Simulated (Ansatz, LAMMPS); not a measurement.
# Which site? P in place of Ge in amorphous Ge (72 atoms), part 3 of 3

At which site of amorphous Ge (72 atoms) does P in place of Ge cost least, and what about the site decides it?

Ansatz 0.2.0; Kohn-Sham DFT, PBE, PAW (set soft_2), plane waves.

The cell: 72 Ge. The quench rate of 20 K/ps is many orders above laboratory rates. The starting topology of bonds comes from the classical model. Only the Γ point is sampled, in a cell whose shortest periodic width is 12 Å.

So far. Step 9 (P on a site of Ge, site Ge64): The relaxation converged after 4 steps, 0.171 eV below its start, with a largest force component of 0.037 eV/Å.

## Step 10: P on a site of Ge, site Ge48

The site has 4 bonded neighbours (Ge4) at 2.49 Å on average. 

input.yaml reads:

```yaml
crystal:
  lattice:
    - [11.9803, 0.0, 0.0]
    - [0.0, 11.9803, 0.0]
    - [0.0, 0.0, 11.9803]
  atoms:
    [... atom lines 1 to 44 left out ...]
    - { symbol: Ge, position: [0.0806, 0.32455, 0.72927] }
    - { symbol: Ge, position: [0.22366, 0.70776, 0.45086] }
    - { symbol: Ge, position: [0.9656, 0.21262, 0.97753] }
    - { symbol: P, position: [0.71191, 0.94579, 0.39095], spin: 0.6 }
    - { symbol: Ge, position: [0.21683, 0.17377, 0.67066] }
    - { symbol: Ge, position: [0.10922, 0.7785, 0.16805] }
    - { symbol: Ge, position: [0.85487, 0.50677, 0.74827] }
    [... atom lines 52 to 72 left out ...]
magnetization:
  spin_polarized: true
kpoints:
  mp_grid: { grid: [1, 1, 1] }
hamiltonian:
  xc: pbe
scf:
  occupations: { method: fermi_dirac, width: 0.025 }
  lower_state_search: "off"
output:
  forces: true
  eigenvalues: true
relax:
  f_tol: 0.05
  max_steps: 90
```

On the command line:

```
ansatz run input.yaml --threads 4 --pin off --max-ram 15872MiB --backend cpu --events-out ev --progress --plain --runs-dir out
```

Numbers of over 12 decimals in the logs are rounded to 6 here.

Output:

```text
[...]
Crystal: 72 atoms, lattice volume = 1719.504 Å³
Basis set: ecut = 420 eV, 33401 PW (Γ), exchange–correlation on 162×162×162 points (8 copies of the dense FFT grid, shifted against one another)
Bands: 602, of which v1, the nominal top of the filled ones, is band 500 counted from 1 (499 counted from 0)
Symmetry: 1 space group operations
[...]
k-points: 1
[...]
Starting moments: Σ|m| = 3 μB on 5 of 72 sites
[...]
SCF iter   3: F=—  HF=-305684.306299 eV  |F-HF|=—  |Δ(HF+E_count)|=    1.47e0  Δρ=7.19e-3 (↑7.05e-3 ↓7.19e-3)  dr2=1.05e0  dr2_m=7.06e-1  M=0.062 μB ∫|m|=0.242 μB  β_m=0.30  ethr=1.08e-3  ⟨swp⟩=8.5  Hψ=1588  notcnv=0  defer=1
[...]
SCF iter   7: F=—  HF=-305684.437881 eV  |F-HF|=—  |Δ(HF+E_count)|=   3.56e-2  Δρ=1.80e-3 (↑1.63e-3 ↓1.80e-3)  dr2=1.91e-2  dr2_m=4.30e-2  M=0.032 μB ∫|m|=0.101 μB  β_m=0.30  ethr=4.93e-6  ⟨swp⟩=2.0  Hψ=2230  notcnv=0  defer=178
[...]
SCF iter  13: F=-305684.451988 eV  HF=-305684.452022 eV  |F-HF|=3.38e-5  |Δ(HF+E_count)|=   1.72e-5  Δρ=1.36e-5 (↑1.36e-5 ↓1.34e-5)  dr2=2.35e-5  dr2_m=1.21e-8  M=-0.000 μB ∫|m|=0.001 μB  ethr=6.26e-9  ⟨swp⟩=10.0  Hψ=5276  notcnv=0
[...]
SCF 1 converged in 13 iterations: F = -305684.451988 eV  dr2 = 2.35e-5
[...]
relax step   1: F+E_penalty+E_count = -305684.45198808 eV  Δ(F+E_penalty+E_count) = +0.000e0 eV  max|allowed force component| = 4.131e-1 eV/Å  Δτ_max = 0.0000 Å  (13 SCF iters, dr2 threshold 6.25e-5 eV, accepted)
[...]
relax step   2: F+E_penalty+E_count = -305684.55790489 eV  Δ(F+E_penalty+E_count) = -1.059e-1 eV  max|allowed force component| = 9.274e-2 eV/Å  Δτ_max = 0.1007 Å  (7 SCF iters, dr2 threshold 1.07e-5 eV, accepted)
[...]
relax step   3: F+E_penalty+E_count = -305684.57611585 eV  Δ(F+E_penalty+E_count) = -1.821e-2 eV  max|allowed force component| = 5.189e-2 eV/Å  Δτ_max = 0.0404 Å  (9 SCF iters, accepted)
[...]
relax step   4: F+E_penalty+E_count = -305684.58481345 eV  Δ(F+E_penalty+E_count) = -8.698e-3 eV  max|allowed force component| = 5.203e-2 eV/Å  Δτ_max = 0.0515 Å  (10 SCF iters, accepted)
[...]
relax step   5: F+E_penalty+E_count = -305684.59021147 eV  Δ(F+E_penalty+E_count) = -5.398e-3 eV  max|allowed force component| = 4.296e-2 eV/Å  Δτ_max = 0.0800 Å  (10 SCF iters, accepted)
[...]
relax step   6: F+E_penalty+E_count = -305684.59290819 eV  Δ(F+E_penalty+E_count) = -2.697e-3 eV  max|allowed force component| = 3.000e-2 eV/Å  Δτ_max = 0.0562 Å  (10 SCF iters, accepted)
SCF converged after 10 iterations
Magnetization: 0.0001 μB (499.5001 up, 499.4999 down)
Absolute magnetization: 0.0002 μB (∫|ρ↑−ρ↓|, with the PAW one-centre terms)
[...]
Per-site moments (μB) at R_I (Å): [(-1.0956785996326185e-7, 0.996903), (6.279291586648223e-7, 1.033041), (1.1118362648799534e-6, 1.036758), (5.128720126200625e-7, 1.032198), (6.800295168058775e-7, 0.998823), [...]
Free energy (F): -305684.592908 eV
[...]
Internal energy: -305684.558092 eV  (E = F + TS)
E sigma→0 (E₀):  -305684.575500 eV
Entropy (-TS):   -0.034816 eV (-0.484 meV/atom)
Fermi energy:    7.571227 eV
[...]
Σ components = -305684.592908   (vs F -305684.592908, Δ=0.00e0)
--- Forces (eV/Å), atoms counted from 1 ---
  atom   1  Ge     0.00606469    -0.00552857     0.00431926
  atom   2  Ge    -0.00250348    -0.00426384    -0.00121647
  atom   3  Ge    -0.00093154    -0.00304131    -0.00024121
  atom   4  Ge     0.00020045    -0.01264187    -0.00110880
[...]
atom  72  Ge    -0.00188224    -0.00675738     0.00357387
  max |Σ_I F_I| component: 9.67e-6 eV/Å
--- Band table (eV) ---
[...]
--- Relaxed structure (6 steps of the walk, 6 accepted, 0 SCFs on fresh bases) ---
  F+E_penalty+E_count = -305684.59290819 eV   max|allowed force component| = 3.000e-2 eV/Å
  atoms:
    - { symbol: Ge, position: [0.262254, 0.993481, 0.763962] }
    - { symbol: Ge, position: [0.381198, 0.579075, 0.389081] }
    - { symbol: Ge, position: [0.778333, 0.825863, 0.788388] }
    - { symbol: Ge, position: [0.372680, 0.330618, 0.856427] }
[...]
- { symbol: Ge, position: [0.371875, 0.013702, 0.932092] }
```

Wall time 9.2 min (4 threads of Arm Neoverse V1, shared host); peak memory 4.8 GiB; 36 min of CPU time.

The relaxation converged after 6 steps, 0.141 eV below its start, with a largest force component of 0.030 eV/Å.

## Step 11: P on a site of Ge, site Ge51

The site has 5 bonded neighbours (Ge5) at 2.66 Å on average. 

input.yaml, the sections that differ from step 10:

```yaml
crystal:
  lattice:
    - [11.9803, 0.0, 0.0]
    - [0.0, 11.9803, 0.0]
    - [0.0, 0.0, 11.9803]
  atoms:
    [... atom lines 1 to 47 left out ...]
    - { symbol: Ge, position: [0.71191, 0.94579, 0.39095] }
    - { symbol: Ge, position: [0.21683, 0.17377, 0.67066] }
    - { symbol: Ge, position: [0.10922, 0.7785, 0.16805] }
    - { symbol: P, position: [0.85487, 0.50677, 0.74827], spin: 0.6 }
    - { symbol: Ge, position: [0.65217, 0.28036, 0.87629] }
    - { symbol: Ge, position: [0.96181, 0.82195, 0.68322] }
    - { symbol: Ge, position: [0.9813, 0.61685, 0.60753], spin: 0.6 }
    [... atom lines 55 to 72 left out ...]
# magnetization, kpoints, hamiltonian, scf, output, relax: as in step 10
```

Output:

```text
[...]
Crystal: 72 atoms, lattice volume = 1719.504 Å³
Basis set: ecut = 420 eV, 33401 PW (Γ), exchange–correlation on 162×162×162 points (8 copies of the dense FFT grid, shifted against one another)
Bands: 602, of which v1, the nominal top of the filled ones, is band 500 counted from 1 (499 counted from 0)
Symmetry: 1 space group operations
[...]
k-points: 1
[...]
Starting moments: Σ|m| = 3.6 μB on 6 of 72 sites
[...]
SCF iter   3: F=—  HF=-305683.944554 eV  |F-HF|=—  |Δ(HF+E_count)|=    1.52e0  Δρ=7.96e-3 (↑7.76e-3 ↓7.96e-3)  dr2=9.83e-1  dr2_m=8.79e-1  M=0.224 μB ∫|m|=0.391 μB  β_m=0.30  ethr=1.11e-3  ⟨swp⟩=8.5  Hψ=1593  notcnv=0  defer=2
[...]
SCF iter   7: F=—  HF=-305684.113452 eV  |F-HF|=—  |Δ(HF+E_count)|=   3.81e-2  Δρ=2.01e-3 (↑1.78e-3 ↓2.01e-3)  dr2=1.89e-2  dr2_m=5.36e-2  M=0.135 μB ∫|m|=0.210 μB  β_m=0.30  ethr=4.88e-6  ⟨swp⟩=2.0  Hψ=2141  notcnv=0  defer=178
[...]
SCF iter  13: F=-305684.128243 eV  HF=-305684.128274 eV  |F-HF|=3.10e-5  |Δ(HF+E_count)|=   1.95e-5  Δρ=1.30e-5 (↑1.30e-5 ↓1.30e-5)  dr2=2.14e-5  dr2_m=2.77e-8  M=-0.000 μB ∫|m|=0.001 μB  ethr=6.26e-9  ⟨swp⟩=10.0  Hψ=5284  notcnv=0
[...]
SCF 1 converged in 13 iterations: F = -305684.128243 eV  dr2 = 2.14e-5
[...]
relax step   1: F+E_penalty+E_count = -305684.12824324 eV  Δ(F+E_penalty+E_count) = +0.000e0 eV  max|allowed force component| = 4.632e-1 eV/Å  Δτ_max = 0.0000 Å  (13 SCF iters, dr2 threshold 6.25e-5 eV, accepted)
[...]
relax step   2: F+E_penalty+E_count = -305684.22724938 eV  Δ(F+E_penalty+E_count) = -9.901e-2 eV  max|allowed force component| = 1.081e-1 eV/Å  Δτ_max = 0.1308 Å  (7 SCF iters, dr2 threshold 1.34e-5 eV, accepted)
[...]
relax step   3: F+E_penalty+E_count = -305684.24058722 eV  Δ(F+E_penalty+E_count) = -1.334e-2 eV  max|allowed force component| = 3.826e-2 eV/Å  Δτ_max = 0.0287 Å  (10 SCF iters, accepted)
SCF converged after 10 iterations
Magnetization: -0.0001 μB (499.4999 up, 499.5001 down)
Absolute magnetization: 0.0002 μB (∫|ρ↑−ρ↓|, with the PAW one-centre terms)
[...]
Per-site moments (μB) at R_I (Å): [(2.0617098057568232e-7, 0.996235), (-4.006745315367885e-8, 1.031739), (-9.227388907589654e-7, 1.035995), (-1.509774540267271e-7, 1.036377), (-2.441062160086865e-7, 0.999694), [...]
Free energy (F): -305684.240587 eV
[...]
Internal energy: -305684.205560 eV  (E = F + TS)
E sigma→0 (E₀):  -305684.223074 eV
Entropy (-TS):   -0.035027 eV (-0.486 meV/atom)
Fermi energy:    7.545820 eV
[...]
Σ components = -305684.240587   (vs F -305684.240587, Δ=0.00e0)
--- Forces (eV/Å), atoms counted from 1 ---
  atom   1  Ge    -0.00651059     0.01010144    -0.00194603
  atom   2  Ge    -0.00757589    -0.00494149     0.00989596
  atom   3  Ge    -0.01312514    -0.00473975     0.00410402
  atom   4  Ge    -0.00277612    -0.00089430    -0.00151705
[...]
atom  72  Ge     0.00176280     0.00663702     0.00351593
  max |Σ_I F_I| component: 5.22e-6 eV/Å
--- Band table (eV) ---
[...]
--- Relaxed structure (3 steps of the walk, 3 accepted, 0 SCFs on fresh bases) ---
  F+E_penalty+E_count = -305684.24058722 eV   max|allowed force component| = 3.826e-2 eV/Å
  atoms:
    - { symbol: Ge, position: [0.262995, 0.992833, 0.764488] }
    - { symbol: Ge, position: [0.375110, 0.577401, 0.391815] }
    - { symbol: Ge, position: [0.776353, 0.828564, 0.786636] }
    - { symbol: Ge, position: [0.376724, 0.328267, 0.857105] }
[...]
- { symbol: Ge, position: [0.369920, 0.010201, 0.934500] }
```

Run time: 4.9 min. Hardware: 4 threads; peak memory 4.8 GiB; 19 min of CPU time.

The relaxation converged after 3 steps, 0.112 eV below its start, with a largest force component of 0.038 eV/Å.

The surroundings of the P atom, after relaxation, nearest first, numbered as they follow in the input and with coordinates relative to it.

```tsv
atom	x	y	z	distance (Å)	bonds
P51	0.00	0.00	0.00	0.00	5
Ge28	-1.85	1.46	0.61	2.43	4
Ge54	1.53	1.26	-1.65	2.58	5
Ge9	1.04	0.60	2.29	2.58	4
Ge19	-1.32	-1.47	-1.82	2.68	5
Ge26	0.31	-2.69	0.34	2.73	6
Ge45	2.76	-2.25	-0.25	3.57	4
Ge8	2.53	-1.08	-2.47	3.69	4
Ge59	3.22	1.48	1.46	3.83	5
Ge3	-0.93	3.79	0.44	3.93	4
Ge52	-2.34	-2.81	1.54	3.97	4
Ge24	-2.17	1.18	3.11	3.97	4
Ge33	-3.84	0.90	-0.76	4.02	4
Ge53	1.28	3.74	-0.77	4.03	4
Ge32	-3.69	-1.65	-0.46	4.07	5
```

The column of bonds counts only the pairs Ge-Ge within 3.08 Å, Ge-P within 3.09 Å; other neighbours, such as metal atoms beside each other in a compound, aren't counted, and periodic images can show an atom twice.

The largest move is 0.11 Å, by Ge19.

## Step 12: P on a site of Ge, site Ge46

The site has 4 bonded neighbours (Ge4) at 2.52 Å on average. 

Input and log are left out; they have the form of those shown for this kind of step.

Elapsed: 6.5 min, on 4 threads of Arm Neoverse V1, shared host; peak memory 4.8 GiB; 26 min of CPU time.

The relaxation converged after 4 steps, 0.161 eV below its start, with a largest force component of 0.037 eV/Å.

## Step 13: P on a site of Ge, site Ge31

The site has 4 bonded neighbours (Ge4) at 2.49 Å on average. 

Input and log are left out; they have the form of those shown for this kind of step.

The job ended after 11 min (4 threads of Arm Neoverse V1, shared host; peak memory 4.8 GiB).

The relaxation converged after 7 steps, 0.160 eV below its start, with a largest force component of 0.030 eV/Å.

## Step 14: The sites compared

All these cells hold the same atoms, so their energies can be compared with no chemical potential.

```tsv
site	neighbours	mean distance (Å)	atoms within 6 Å	energy over the best site (eV)	before relaxation (eV)	gain on relaxing (eV)
Ge50	Ge4	2.48	37	0.00	0.00	0.22
Ge4	Ge3	2.60	38	0.01	0.37	0.58
Ge46	Ge4	2.52	34	0.18	0.12	0.16
Ge48	Ge4	2.49	38	0.18	0.11	0.14
Ge71	Ge4	2.51	34	0.24	0.22	0.20
Ge31	Ge4	2.49	36	0.30	0.24	0.16
Ge64	Ge4	2.56	35	0.37	0.33	0.17
Ge51	Ge5	2.66	28	0.54	0.43	0.11
Ge26	Ge6	2.78	37	0.73	0.79	0.28
```

Neighbours are those of the relaxed host within 3.02 Å (Ge-Ge); other pairs aren't counted.

## Step 15: What came out

The cheapest site is Ge50 (4 neighbours, Ge4); the dearest, Ge26 (6 neighbours, Ge6), costs 0.73 eV more. Ge4 lies within 0.02 eV of the cheapest, a tie at this tolerance. By coordination the energies over the best site are 0.01 eV with 3 neighbours, 0.00 to 0.37 eV with 4 neighbours, 0.54 eV with 5 neighbours and 0.73 eV with 6 neighbours. Relaxation gains 0.11 to 0.58 eV and leaves the best site the same.

**Limits.** Defects are neutral and interact with their images. The reference ran with fermi-dirac smearing of 0.025 eV, but 9 of the 9 defect cells with fermi-dirac smearing of 0.025 eV, spin polarised. In a disordered cell the relaxation can also rearrange atoms far from the site. In the spin-polarised runs the search for a state of lower energy was switched off. Only 9 of the 72 Ge sites were tried; unless symmetry makes the others alike to these, a cheaper one may exist.

The DFT runs together took 1.5 h of wall time.

[Logs are printed without paths, hosts, clocks, repeated set-up lines and the standing remarks that a program may print on its own settings, such as how far it seeks lower states.]

[Hosts, paths, dates, database ids (printed as entryN), source tags and the programs' standing remarks are cut or masked in the printed files.]
